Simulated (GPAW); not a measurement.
# Calculated records

## How the form of the self-energy moves the gap of NiO2 (R-3m)

The structure is trigonal, space group R-3m (No. 166). Conventional cell: a = 2.804 Å, b = 2.804 Å, c = 20.923 Å, α = 90.00°, β = 90.00°, γ = 120.00°. Nearest to Ni lie 6 O at 1.88 Å. Nearest to O lie 3 Ni at 1.88 Å. Farther neighbours and most contacts between anions are not listed.

| Property | Result |
| --- | --- |
| method | DFT, LDA, plane waves, PAW (and 3 further levels or steps) |
| program | GPAW 26.7.0 |
| settings of one run | cutoff 600 eV, GPAW PAW setups 1.2.1 data release, 4×4×4 k-mesh, nbands 169 |
| cost | 6 runs, 16 min in all on 4 MPI ranks of Arm Neoverse V2, shared host (the runs of this entry) |
| notes | This run has no spin polarisation, although Ni can carry a moment. The cell and positions are those that the Materials Project relaxed with its own functionals (PBE, PBE+U or r2SCAN), kept fixed. Bands and cutoff are finite, so the gap is not at the basis limit. The miss can reach some tenths of an eV and take either sign; the mesh is an error of its own. The program warns of a poor linear fit in the extrapolation of some level, so the extrapolated values are rough. The runs have no spin polarisation. For a closed low-spin shell that is the natural state; where a d or f shell is open it is a constraint, and the gap is then not the crystal’s own. |
| G0W0, Godby-Needs plasmon pole | 3.331 eV |
| one-shot HSE06 | 3.617 eV |
| G0W0, extrapolated in the cutoff | 2.625 eV |
| one-shot PBE0 | 4.362 eV |
| G0W0, full frequency, Hilbert transform | 3.166 eV |
| known limits | not at the basis limit; no spin polarisation; d states lean on the start |

One-shot HSE06: +0.286 eV against G0W0, Godby-Needs plasmon pole. G0W0, extrapolated in the cutoff: −0.706 eV against G0W0, Godby-Needs plasmon pole, at other bands or cutoff, so not like for like.

[Runs of the session that timed out or met a known fault of the program may be left out.]

[Hosts, paths, dates, database ids (printed as entryN), source tags and the programs' standing remarks are cut or masked in the printed files.]
